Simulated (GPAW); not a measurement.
# The Al K excitation threshold of AlN (P6_3mc) under uniform strain

For each volume the threshold was computed as E(hole) − E(ground) plus the lowest empty eigenvalue of the hole cell (GPAW, PBE, 16-atom cell, total energies on 4×4×4 k points, the eigenvalue on 5×5×5, hole spin-paired). The values are raw, 14 eV above the value with the free atom's term for the hole's spin taken off; only their change is used. The threshold is the spectrum's zero, where absorption may be weak, not the visible edge.

| volume | ln(V/V₀) | threshold (eV) |
| --- | --- | --- |
| V × 0.94 | -0.06188 | 1573.118 |
| V × 0.97 | -0.03046 | 1573.009 |
| V × 1 | +0.00000 | 1572.903 |
| V × 1.03 | +0.02956 | 1572.797 |
| V × 1.06 | +0.05827 | ? |

The database entry behind the starting cell differs from later determinations by our own check (inner coordinate u about 0.002 short), so it need not match the best structure at ambient conditions.

Fit a straight line in ln(V/V₀), give its slope, and predict the threshold at V × 1.06.

The means of the given rows are x̄ = -0.01570 and Ē = 1572.957 eV. Σ(x − x̄)(E − Ē) = -0.01629 and Σ(x − x̄)² = 0.004645, so the slope is -3.51 eV, and the line passes the given rows within 0.001 eV. At x = +0.05827 it gives 1572.957 + (-3.51) × (+0.07397) = 1572.697 eV. The run gives 1572.697 eV, a miss of +0.000 eV over a total move of -0.421 eV. The slope is the clamped-ion volume deformation potential of the lowest empty level of the hole cell on this mesh (the hole may pull it below the band edge) against the Al 1s level, with the hole's relaxation included: the threshold falls by 0.035 eV for 1 % of expansion. The charged cell's image error also scales with the cell's size and isn't taken out.

[Hosts, paths, dates, database ids (printed as entryN), source tags and the programs' standing remarks are cut or masked in the printed files.]

[Lists of maxima count a maximum above −3 eV only where it reaches 4 % of the highest in the window and stands out from its surroundings by 2 % of it (1.5 % where it reaches 55 %); shoulders and weaker maxima are passed over, and of the rest the first, up to two pre-edge ones and the few strongest are named.]
